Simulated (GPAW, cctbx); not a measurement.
## By hand: from a DFT structure factor to an extinction distance in Cd3GePt3Pb2

Cd3GePt3Pb2, P-62m (no. 189), a = 7.2605 Å, b = 7.2605 Å, c = 4.1977 Å, α = 90.00°, β = 90.00°, γ = 120.00°.

| atom | mult. | x | y | z |
| --- | --- | --- | --- | --- |
| Pb1 | 2 | 2/3 | 1/3 | 0 |
| Pt1 | 3 | 0 | 0.2282 | 0 |
| Cd1 | 3 | 0 | 0.6162 | 1/2 |
| Ge1 | 1 | 0 | 0 | 1/2 |

The start was made by putting kin elements into a known structure type; the compound need not exist, or be stable, in this form.

A DFT run (GPAW, PBE, 450 eV, 6×4×4 k-points (along the axes of the calculation cell), Fermi–Dirac width 0.1 eV) gives the static X-ray structure factor of 100 as 24.972 e for the conventional cell; superposed free atoms give 24.851 e. **Problem.** Find the Fourier component V of the crystal potential and the two-beam extinction distance at 300 kV in both cases.

### 1. Geometry

The cell volume is Ω = 191.63 Å³ and d(100) = 6.2878 Å, so g = 1/d = 0.1590 Å⁻¹.

### 2. The nuclei

Electrons feel nuclei as well as electrons, so the nuclear charges are summed with the same phases.

Phase sums Σ exp(2πi h·x), turned so that the total is real and positive: Pb -1.000, Pt +1.273, Cd -0.490, Ge +1.000. Then F_Z = 82 × (-1.000) + 78 × (+1.273) + 48 × (-0.490) + 32 × (+1.000) = 25.79 e. The electron term has the same sign for this reflection.

### 3. Mott–Bethe

Poisson's equation, term by term, gives V = (e/4πε₀)(F_Z − F)/(πΩg²), with e/4πε₀ = 14.3996 V Å.

The prefactor is 14.3996 × 6.2878²/(π × 191.63) = 0.94564 V per electron. Free atoms: (25.79 − 24.851) × 0.94564 = 0.885 V. Crystal: (25.79 − 24.972) × 0.94564 = 0.771 V. F changes by +0.49 % and V by -12.9 %: the same 0.12 e is measured against F_Z − F = 0.9 e in place of F = 24.9 e.

### 4. Extinction distance

In the two-beam case ξ = 1/(λU) with U = 2γm₀eV/h², that is ξ = 150.41 V Å²/(γλV).

At 300 kV, λ = 0.01969 Å and γ = 1.5871. Free atoms: ξ = 5439 Å. Crystal: ξ = 6247 Å. The thickness fringes go as sin²(πt/ξ), so the two patterns slip by a quarter of a period when t|1/ξ₁ − 1/ξ₀| = 1/4, at t ≈ 1052 nm, thicker than usual samples. Thermal motion, absorption and many-beam coupling, left out here, change a real pattern.

### 5. Answer

V(100) is 0.77 V against 0.89 V, and ξ is 6247 against 5439 Å. Limits: static atoms, two beams.
